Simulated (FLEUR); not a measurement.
**Collinear magnetic orders of MnPt with FLEUR**

Aim: find out whether MnPt carries moments, and which collinear order costs least.

Method: LDA (VWN); all-electron FLAPW, Dirac cores, scalar-relativistic bands, in FLEUR MaX-R8.1.

### Step 1. Starting point

It takes space group P4/mmm (No. 123, tetragonal). Conventional cell: a = 2.830 Å, b = 2.830 Å, c = 3.660 Å, α = 90.00°, β = 90.00°, γ = 90.00°. Nearest to Mn lie 8 Pt at 2.71 Å and 4 Mn at 2.83 Å. Nearest to Pt lie 8 Mn at 2.71 Å and 4 Pt at 2.83 Å. Farther neighbours are not listed.

Structure file:

```cif
data_structure
_symmetry_space_group_name_H-M 'P4/mmm'
_symmetry_Int_Tables_number 123
_cell_length_a 2.8300
_cell_length_b 2.8300
_cell_length_c 3.6600
_cell_angle_alpha 90.000
_cell_angle_beta 90.000
_cell_angle_gamma 90.000
_cell_volume 29.31
loop_
_atom_site_label
_atom_site_type_symbol
_atom_site_symmetry_multiplicity
_atom_site_Wyckoff_symbol
_atom_site_fract_x
_atom_site_fract_y
_atom_site_fract_z
_atom_site_occupancy
Mn1 Mn 1 a 0.00000 0.00000 0.00000 1
Pt1 Pt 1 d 0.50000 0.50000 0.50000 1
```

### Step 2. Start 1: ferro +

The parallel start is the test of whether parallel moments hold.

inpgen writes inp.xml from crystal.txt; cutoffs, mixing, functional, smearing and local orbitals are then set in the file. The k list default-1 (kpts.xml, not shown) is a Γ-centred 10×10×10 mesh; where the ranks do not divide the number of points, some are split in two of half the weight.

inp.xml

```
<?xml version="1.0" encoding="UTF-8" standalone="no"?>
<fleurInput fleurInputVersion="0.39">
   <comment>
      MnPt
   </comment>
   <calculationSetup>
      <cutoffs Kmax="3.6" Gmax="10.8" GmaxXC="10.8" numbands="0"/>
      <scfLoop itmax="90" minDistance="0.00002" maxIterBroyd="15" imix="Anderson" alpha="0.05" precondParam="0.0" spinf="2.0" sdNocoIR="T"/>
      <coreElectrons ctail="T" frcor="F" kcrel="0" coretail_lmax="0"/>
      <xcFunctional name="vwn" relativisticCorrections="F"/>
      <magnetism jspins="2"/>
      <soc l_soc="F" theta="0.0" phi="0.0" spav="F"/>
      <expertModes spex="0" secvar="F"/>
      <geometryOptimization l_f="F" forcealpha="1.0" forcemix="BFGS" epsdisp="0.00001" epsforce="0.00001"/>
      <ldaU l_linMix="F" mixParam="0.05" spinf="1.0"/>
   </calculationSetup>
   <cell>
      <bzIntegration valenceElectrons="31.0" mode="hist" fermiSmearingEnergy="0.00110248">
         <kPointListSelection listName="default-1"/>
         <xi:include xmlns:xi="http://www.w3.org/2001/XInclude" href="kpts.xml"> </xi:include>
      </bzIntegration>
      <xi:include xmlns:xi="http://www.w3.org/2001/XInclude" href="sym.xml"> </xi:include>
      <bulkLattice scale="1.0">
         <bravaisMatrix>
            <row-1>    5.3479249326179996     0.0000000000000000     0.0000000000000000</row-1>
            <row-2>    0.0000000000000000     5.3479249326179996     0.0000000000000000</row-2>
            <row-3>    0.0000000000000000     0.0000000000000000     6.9163976160359999</row-3>
         </bravaisMatrix>
      </bulkLattice>
   </cell>
   <atomSpecies>
      <species name="Manganese 3.500" element="Mn" atomicNumber="25">
         <mtSphere radius="2.5" gridPoints="827" logIncrement="0.015"/>
         <atomicCutoffs lmax="10" lnonsphr="8"/>
         <electronConfig flipSpins="F">
            <coreConfig>(1s1/2) (2s1/2) (2p1/2) (2p3/2)</coreConfig>
            <valenceConfig>(3s1/2) (3p1/2) (3p3/2) (4s1/2) (3d3/2) (3d5/2)</valenceConfig>
            <stateOccupation state="(3d3/2)" spinUp="1.25" spinDown="0.75"/>
            <stateOccupation state="(3d5/2)" spinUp="3.0" spinDown="0.0"/>
         </electronConfig>
         <energyParameters s="4" p="4" d="3" f="4"/>
         <lo type="SCLO" l="0" n="3" eDeriv="0"/>
         <lo type="SCLO" l="1" n="3" eDeriv="0"/>
      </species>
      <species name="Platinum (Pt)" element="Pt" atomicNumber="78">
         <mtSphere radius="2.5" gridPoints="827" logIncrement="0.016"/>
         <atomicCutoffs lmax="10" lnonsphr="8"/>
         <electronConfig flipSpins="F">
            <coreConfig>(1s1/2) (2s1/2) (2p1/2) (2p3/2) (3s1/2) (3p1/2) (3p3/2) (4s1/2) (3d3/2) (3d5/2) (4p1/2) (4p3/2) (5s1/2) (4d3/2) (4d5/2) (4f5/2) (4f7/2)</coreConfig>
            <valenceConfig>(5p1/2) (5p3/2) (6s1/2) (5d3/2) (5d5/2)</valenceConfig>
            <stateOccupation state="(6s1/2)" spinUp="0.500000" spinDown="0.500000"/>
            <stateOccupation state="(5d3/2)" spinUp="1.800000" spinDown="1.800000"/>
            <stateOccupation state="(5d5/2)" spinUp="2.700000" spinDown="2.700000"/>
         </electronConfig>
         <energyParameters s="6" p="6" d="5" f="5"/>
         <lo type="SCLO" l="1" n="5" eDeriv="0"/>
      </species>
   </atomSpecies>
   <atomGroups>
      <atomGroup species="Manganese 3.500">
         <relPos label="                   1">.0000000000 .0000000000 .0000000000</relPos>
         <force calculate="T" relaxXYZ="TTT"/>
      </atomGroup>
      <atomGroup species="Platinum (Pt)">
         <relPos label="                   2">1.000/2.000 1.000/2.000 1.000/2.000</relPos>
         <force calculate="T" relaxXYZ="TTT"/>
      </atomGroup>
   </atomGroups>
   <output dos="F" band="F" slice="F">
      <bandDOS minEnergy="-.5*Htr" maxEnergy="0.5*Htr" sigma="0.015" storeEVData="T"/>
      <plotting iplot="0" polar="F">
         <plot TwoD="T" vec1="  1.0  0.0  0.0" vec2="  0.0  1.0  0.0" vec3="  0.0  0.0  1.0" zero="  0.0  0.0  0.0" file="plot"/>
      </plotting>
      <moessbauerParams electricFieldGradient="F" isomerShift="F" coreHyperfine="F" valenceHyperfine="F"/>
   </output>
</fleurInput>
```

crystal.txt

```
MnPt
&input film=F cartesian=F /
2.83000000000  0.00000000000  0.00000000000
0.00000000000  2.83000000000  0.00000000000
0.00000000000  0.00000000000  3.66000000000
1.8897261246
1.0 1.0 1.0

2
25 0.00000000000  0.00000000000  0.00000000000 : 3.500
78 0.50000000000  0.50000000000  0.50000000000

&kpt div1=10 div2=10 div3=10 gamma=T /
```

Run with:

```console
$ OMP_NUM_THREADS=1 inpgen -f crystal.txt > inpgen.log  # inp.xml is then edited as shown
$ OMP_NUM_THREADS=1 mpirun -n 4 fleur_MPI > fleur.log
```

Output:

```text
Welcome to FLEUR        (www.flapw.de)
      MaX-Release 8.1          (www.max-centre.eu)

 ========== k-point set info ==========
 Selected k-point list: default-1
 k-point list type: mesh
 0 x 0 x 0
 Number of k points: 128

 ------------Calculation Setup---------------------------
 Number of MPI-tasks      :            4
 Number of PE/node        :            4
 Number of OMP-threads    :            1
 k-points in parallel     :            4
 pe's per k-point         :            1
 No of k-point loops      :           32
 Eigenvalue solver        :       lapack
 Number of basis functions:          180
 Approximate size of matrices (H+S) per k-point:         0.000 GB
 --------------------------------------------------------
 Iteration:     1   Distance:      30.08777834 me/bohr^3
 Iteration:     2   Distance:      16.63078787 me/bohr^3
 Iteration:     3   Distance:      10.96677242 me/bohr^3
 Iteration:     4   Distance:       6.60929580 me/bohr^3
 Iteration:     5   Distance:       6.72663450 me/bohr^3
 Iteration:     6   Distance:       7.45470733 me/bohr^3
 Iteration:     7   Distance:       2.63858470 me/bohr^3
 Iteration:     8   Distance:       2.56691429 me/bohr^3
 Iteration:     9   Distance:       0.89532571 me/bohr^3
 Iteration:    10   Distance:       0.99281731 me/bohr^3
 Iteration:    11   Distance:       0.21650680 me/bohr^3
 Iteration:    12   Distance:       0.22012209 me/bohr^3
 Iteration:    13   Distance:       0.05020853 me/bohr^3
 Iteration:    14   Distance:       0.04077553 me/bohr^3
 Iteration:    15   Distance:       0.01220746 me/bohr^3
 Iteration:    16   Distance:       0.01152802 me/bohr^3
 Iteration:    17   Distance:       0.01042743 me/bohr^3
 Iteration:    18   Distance:       0.00200207 me/bohr^3
 Iteration:    19   Distance:       0.00081363 me/bohr^3
 Iteration:    20   Distance:       0.00074964 me/bohr^3
 Iteration:    21   Distance:       0.00021085 me/bohr^3
 Iteration:    22   Distance:       0.00009825 me/bohr^3
 Iteration:    23   Distance:       0.00004082 me/bohr^3
 Iteration:    24   Distance:       0.00003259 me/bohr^3
 Iteration:    25   Distance:       0.00000671 me/bohr^3

 ********************************************************************
 Run finished successfully
 Stop message:
   all done
 ********************************************************************

--- out.xml (last complete iteration) ---
<iteration numberForCurrentRun="   25" overallNumber="   25">
         [... left out ...]
         <bandgap value="0.0008559644" units="eV"/>
         <sumValenceSingleParticleEnergies value="-17.7045299128" units="Htr"/>
         <FermiEnergy value="0.3883156307" units="Htr"/>
         <valenceDensity>
            <mtCharges spin="1">
               <mtCharge atomType="1" total="8.8970561" s="1.2128528" p="3.2290241" d="4.4200790" f="0.0260748"/>
               <mtCharge atomType="2" total="7.4770405" s="0.2630829" p="3.1784290" d="4.0045963" f="0.0240111"/>
            </mtCharges>
            <mtCharges spin="2">
               <mtCharge atomType="1" total="5.1789097" s="1.1974908" p="3.2110906" d="0.7408309" f="0.0219559"/>
               <mtCharge atomType="2" total="7.0937162" s="0.2881327" p="3.1952638" d="3.5934204" f="0.0135368"/>
            </mtCharges>
            <spinDependentCharge spin="1" total="17.5771885" interstitial="1.2030920" mtSpheres="16.3740965"/>
            <spinDependentCharge spin="2" total="13.4228115" interstitial="1.1501855" mtSpheres="12.2726260"/>
            <totalCharge value="31.0000000000"/>
         </valenceDensity>
         [... left out ...]
         <allElectronCharges>
            <spinDependentCharge spin="1" total="53.5771885" interstitial="1.2035982" mtSpheres="52.3735903"/>
            <spinDependentCharge spin="2" total="49.4228115" interstitial="1.1506916" mtSpheres="48.2721199"/>
            <totalCharge value="102.9999999877"/>
         </allElectronCharges>
         <magneticMomentsInMTSpheres units="muBohr">
            <globalMagMoment atomType="1" vec="0.00000   0.00000   3.71815"/>
            <localMagMoment atomType="1" vec="0.00000   0.00000   3.71815"/>
            <globalMagMoment atomType="2" vec="0.00000   0.00000   0.38332"/>
            <localMagMoment atomType="2" vec="0.00000   0.00000   0.38332"/>
         </magneticMomentsInMTSpheres>
         <moessbauerParams unitsHFF="kG" unitsIS="e/bohr^3" unitsEFG="Htr/bohr^2">
         </moessbauerParams>
         <totalEnergy value="   -19593.0420941319" units="Htr">
            <sumOfEigenvalues value="   -11992.4901356812">
               <coreElectrons value="-11974.7856057685"/>
               <valenceElectrons value="-17.7045299128"/>
            </sumOfEigenvalues>
            <densityCoulombPotentialIntegral value="-33728.7373982115"/>
            <densityEffectivePotentialIntegral value="-34255.8063599162"/>
            <chargeDenXCDenIntegral value="-397.1814225614"/>
            <FockExchangeEnergyValence value="0.0000000000"/>
            <FockExchangeEnergyCore value="0.0000000000"/>
            <atomTypeDependentContributions atomType="1">
               <electronNucleiInteractionDifferentMTs value="1380.5937911441"/>
               <MadelungTerm value="-9.6061105006"/>
            </atomTypeDependentContributions>
            <atomTypeDependentContributions atomType="2">
               <electronNucleiInteractionDifferentMTs value="23167.2369477694"/>
               <MadelungTerm value="-37.3713472855"/>
            </atomTypeDependentContributions>
            <tkbTimesEntropy value="0.0001524727"/>
            <freeEnergy value="-19593.0422466046"/>
            <extrapolationTo0K value="-19593.0421703682"/>
         </totalEnergy>
         <densityConvergence units="me/bohr^3">
            <chargeDensity spin="1" distance="0.0000037617"/>
            <chargeDensity spin="2" distance="0.0000037020"/>
            <overallChargeDensity distance="0.0000032664"/>
            <spinDensity distance="0.0000067113"/>
         </densityConvergence>
      </iteration>
```

Run time: 27 s. Hardware: 4 MPI ranks of Intel Xeon Platinum 8488C (Sapphire Rapids), shared host; peak memory 0.25 GiB.

Read from the output:

| Property | Result |
| --- | --- |
| free energy | -533153.8403 eV |
| program's band gap on this mesh (in a metal only a level spacing) | 8.56e-4 eV |
| magnetization | 4.154 μB |
| final state | ferromagnetic |
| largest moment | 3.718 μB |

After 25 cycles the largest moment stands at 3.72 μB.

### Step 3. Start 2: antiferro q=(1/2,1/2,0) +-

Reversing part of the moments tests the sign of the couplings between them.

The cell is doubled to 4 atoms to hold this order. The mesh is halved along the doubled vector, so that both cells sample the same points. The k list default-1 (kpts.xml, not shown) is a Γ-centred 5×10×10 mesh.

inp.xml: that of step 2 with these lines changed.

```diff
@@ -17,3 +17,3 @@
    <cell>
-      <bzIntegration valenceElectrons="31.0" mode="hist" fermiSmearingEnergy="0.00110248">
+      <bzIntegration valenceElectrons="62.0" mode="hist" fermiSmearingEnergy="0.00110248">
          <kPointListSelection listName="default-1"/>
@@ -24,4 +24,4 @@
          <bravaisMatrix>
-            <row-1>    5.3479249326179996     0.0000000000000000     0.0000000000000000</row-1>
-            <row-2>    0.0000000000000000     5.3479249326179996     0.0000000000000000</row-2>
+            <row-1>   10.6958498652359992     0.0000000000000000     0.0000000000000000</row-1>
+            <row-2>    5.3479249326179996     5.3479249326179996     0.0000000000000000</row-2>
             <row-3>    0.0000000000000000     0.0000000000000000     6.9163976160359999</row-3>
@@ -39,2 +39,15 @@
             <stateOccupation state="(3d5/2)" spinUp="3.0" spinDown="0.0"/>
+         </electronConfig>
+         <energyParameters s="4" p="4" d="3" f="4"/>
+         <lo type="SCLO" l="0" n="3" eDeriv="0"/>
+         <lo type="SCLO" l="1" n="3" eDeriv="0"/>
+      </species>
+      <species name="Manganese -3.500" element="Mn" atomicNumber="25">
+         <mtSphere radius="2.5" gridPoints="827" logIncrement="0.015"/>
+         <atomicCutoffs lmax="10" lnonsphr="8"/>
+         <electronConfig flipSpins="F">
+            <coreConfig>(1s1/2) (2s1/2) (2p1/2) (2p3/2)</coreConfig>
+            <valenceConfig>(3s1/2) (3p1/2) (3p3/2) (4s1/2) (3d3/2) (3d5/2)</valenceConfig>
+            <stateOccupation state="(3d3/2)" spinUp="0.75" spinDown="1.25"/>
+            <stateOccupation state="(3d5/2)" spinUp="0.0" spinDown="3.0"/>
          </electronConfig>
@@ -63,4 +76,9 @@
       </atomGroup>
+      <atomGroup species="Manganese -3.500">
+         <relPos label="                   2">1.000/2.000 .0000000000 .0000000000</relPos>
+         <force calculate="T" relaxXYZ="TTT"/>
+      </atomGroup>
       <atomGroup species="Platinum (Pt)">
-         <relPos label="                   2">1.000/2.000 1.000/2.000 1.000/2.000</relPos>
+         <relPos label="                   3">.0000000000 1.000/2.000 1.000/2.000</relPos>
+         <relPos label="                   4">1.000/2.000 1.000/2.000 1.000/2.000</relPos>
          <force calculate="T" relaxXYZ="TTT"/>
```

crystal.txt

```
MnPt
&input film=F cartesian=F /
5.66000000000  0.00000000000  0.00000000000
2.83000000000  2.83000000000  0.00000000000
0.00000000000  0.00000000000  3.66000000000
1.8897261246
1.0 1.0 1.0

4
25 0.00000000000  0.00000000000  0.00000000000 : 3.500
25 0.50000000000  0.00000000000  0.00000000000 : -3.500
78 0.00000000000  0.50000000000  0.50000000000
78 0.50000000000  0.50000000000  0.50000000000

&kpt div1=5 div2=10 div3=10 gamma=T /
```

Output:

```text
[banner, memory and clock lines left out]
Welcome to FLEUR        (www.flapw.de)
      MaX-Release 8.1          (www.max-centre.eu)

 ========== k-point set info ==========
 Selected k-point list: default-1
 k-point list type: mesh
 5 x 10 x 10
 Number of k points: 108

 ------------Calculation Setup---------------------------
 Number of PE/node        :            4
 Number of OMP-threads    :            1
 k-points in parallel     :            4
 pe's per k-point         :            1
 No of k-point loops      :           27
 Eigenvalue solver        :       lapack
 Number of basis functions:          348
 Approximate size of matrices (H+S) per k-point:         0.002 GB
 Iteration:     1   Distance:      25.79229217 me/bohr^3
 Iteration:     2   Distance:      15.78375247 me/bohr^3
 Iteration:     3   Distance:      11.01804541 me/bohr^3
 Iteration:     4   Distance:       7.03998107 me/bohr^3
 Iteration:     5   Distance:       4.66372583 me/bohr^3
 Iteration:     6   Distance:       3.39337686 me/bohr^3
 Iteration:     7   Distance:       1.56205096 me/bohr^3
 Iteration:     8   Distance:       0.50906054 me/bohr^3
 Iteration:     9   Distance:       0.47898706 me/bohr^3
 Iteration:    10   Distance:       0.45005849 me/bohr^3
 Iteration:    11   Distance:       0.15314251 me/bohr^3
 Iteration:    12   Distance:       0.07086926 me/bohr^3
 Iteration:    13   Distance:       0.01128401 me/bohr^3
 Iteration:    14   Distance:       0.00419278 me/bohr^3
 Iteration:    15   Distance:       0.00353400 me/bohr^3
 Iteration:    16   Distance:       0.00313982 me/bohr^3
 Iteration:    17   Distance:       0.00277219 me/bohr^3
 Iteration:    18   Distance:       0.00068742 me/bohr^3
 Iteration:    19   Distance:       0.00037254 me/bohr^3
 Iteration:    20   Distance:       0.00017667 me/bohr^3
 Iteration:    21   Distance:       0.00024180 me/bohr^3
 Iteration:    22   Distance:       0.00010686 me/bohr^3
 Iteration:    23   Distance:       0.00001332 me/bohr^3

 ********************************************************************
 Run finished successfully
 Stop message:
   all done
 ********************************************************************

--- out.xml (last complete iteration) ---
<iteration numberForCurrentRun="   23" overallNumber="   23">
         [... left out ...]
         <bandgap value="0.0000000000" units="eV"/>
         <sumValenceSingleParticleEnergies value="-35.6194633908" units="Htr"/>
         <FermiEnergy value="0.4066196267" units="Htr"/>
         <valenceDensity>
            <mtCharges spin="1">
               <mtCharge atomType="1" total="8.8589764" s="1.2237313" p="3.2516711" d="4.3520711" f="0.0234860"/>
               <mtCharge atomType="2" total="5.2103569" s="1.1926989" p="3.1955129" d="0.7889049" f="0.0246451"/>
               <mtCharge atomType="3" total="7.2845468" s="0.2728510" p="3.1867095" d="3.8007169" f="0.0189187"/>
            </mtCharges>
            <mtCharges spin="2">
               <mtCharge atomType="1" total="5.2103569" s="1.1926989" p="3.1955129" d="0.7889049" f="0.0246451"/>
               <mtCharge atomType="2" total="8.8589764" s="1.2237313" p="3.2516711" d="4.3520711" f="0.0234860"/>
               <mtCharge atomType="3" total="7.2845468" s="0.2728510" p="3.1867095" d="3.8007169" f="0.0189187"/>
            </mtCharges>
            <spinDependentCharge spin="1" total="31.0000000" interstitial="2.3615731" mtSpheres="28.6384269"/>
            <spinDependentCharge spin="2" total="31.0000000" interstitial="2.3615731" mtSpheres="28.6384269"/>
            <totalCharge value="62.0000000000"/>
         </valenceDensity>
         [... left out ...]
         <magneticMomentsInMTSpheres units="muBohr">
            <globalMagMoment atomType="1" vec="0.00000   0.00000   3.64862"/>
            <localMagMoment atomType="1" vec="0.00000   0.00000   3.64862"/>
            <globalMagMoment atomType="2" vec="0.00000   0.00000  -3.64862"/>
            <localMagMoment atomType="2" vec="0.00000   0.00000  -3.64862"/>
            <globalMagMoment atomType="3" vec="0.00000   0.00000   0.00000"/>
            <localMagMoment atomType="3" vec="0.00000   0.00000   0.00000"/>
         </magneticMomentsInMTSpheres>
         [... left out ...]
         <totalEnergy value="   -39186.1105885404" units="Htr">
            <sumOfEigenvalues value="   -23985.3715898291">
               <coreElectrons value="-23949.7521264384"/>
               <valenceElectrons value="-35.6194633908"/>
            </sumOfEigenvalues>
            <densityCoulombPotentialIntegral value="-67457.7582096438"/>
            <densityEffectivePotentialIntegral value="-68511.8405715023"/>
            <chargeDenXCDenIntegral value="-794.3213120294"/>
            <FockExchangeEnergyValence value="0.0000000000"/>
            <FockExchangeEnergyCore value="0.0000000000"/>
         [... left out ...]
            <tkbTimesEntropy value="0.0000551544"/>
            <freeEnergy value="-39186.1106436948"/>
            <extrapolationTo0K value="-39186.1106161176"/>
         </totalEnergy>
         <densityConvergence units="me/bohr^3">
            <chargeDensity spin="1" distance="0.0000088841"/>
            <chargeDensity spin="2" distance="0.0000088364"/>
            <overallChargeDensity distance="0.0000116825"/>
            <spinDensity distance="0.0000133242"/>
         </densityConvergence>
      </iteration>
```

Wall time 89 s (4 MPI ranks); peak memory 0.39 GiB.

Spin moment in the muffin-tin sphere by atom:

```csv
atom,spin moment in the muffin-tin sphere (μB)
Mn1,3.65
Mn2,-3.65
Pt3,0.00
Pt4,0.00
```

This step gave:

* free energy: -1066308.3922 eV
* program's band gap on this mesh (in a metal only a level spacing): 0 eV
* magnetization: 0 μB
* final state: antiferromagnetic

It lies 356 meV a seeded atom under the first start, and its largest moment is 3.65 μB against 3.72 μB.

(Part 1 of 3 ends here.)

[Logs and program files are shortened in this print: banners, set-up blocks, solver, clock and traceback lines can be left out without a mark of their own.]

[Logs are printed without paths, hosts, clocks, repeated set-up lines and the standing remarks that a program may print on its own settings, such as how far it seeks lower states.]

[Hosts, paths, dates, database ids (printed as entryN), source tags and the programs' standing remarks are cut or masked in the printed files.]

[Where a cell is said to come from a database of computed structures, the database is the Materials Project.]
